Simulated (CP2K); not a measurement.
Two runs for the N K edge of 1,3,4-oxadiazole. Run A: CP2K XAS_TDP, all-electron GAPW, PBEh(45%), aug-cc-pVDZ, TDA, no relativity. Run B differs in one setting.

First lines with a strength over 0.0015. A:

| atom | energy (eV) | states | strength, one atom |
| --- | --- | --- | --- |
| N2 (bonded to C and N), 2 alike | 395.90 | 1 | 0.0540 |
|  | 398.90 | 1 | 0.0024 |
|  | 400.14 | 1 | 0.0388 |
|  | 400.87 | 1 | 0.0019 |
|  | 401.34 | 1 | 0.0029 |

B:

| atom | energy (eV) | states | strength, one atom |
| --- | --- | --- | --- |
| N2 (bonded to C and N), 2 alike | 401.12 | 1 | 0.0533 |
|  | 404.12 | 1 | 0.0024 |
|  | 405.36 | 1 | 0.0383 |
|  | 406.09 | 1 | 0.0019 |
|  | 406.57 | 1 | 0.0029 |

Question: Which was it: GW2X switched on, the basis, scalar relativity switched on, the functional?

GW2X switched on. GW2X shifts an atom's lines together and keeps their spacings. Against PBEh(45%) in aug-cc-pVDZ, the leading line moves by +5.22 eV, to 401.12 eV.

[Hosts, paths, dates, database ids (printed as entryN), source tags and the programs' standing remarks are cut or masked in the printed files.]
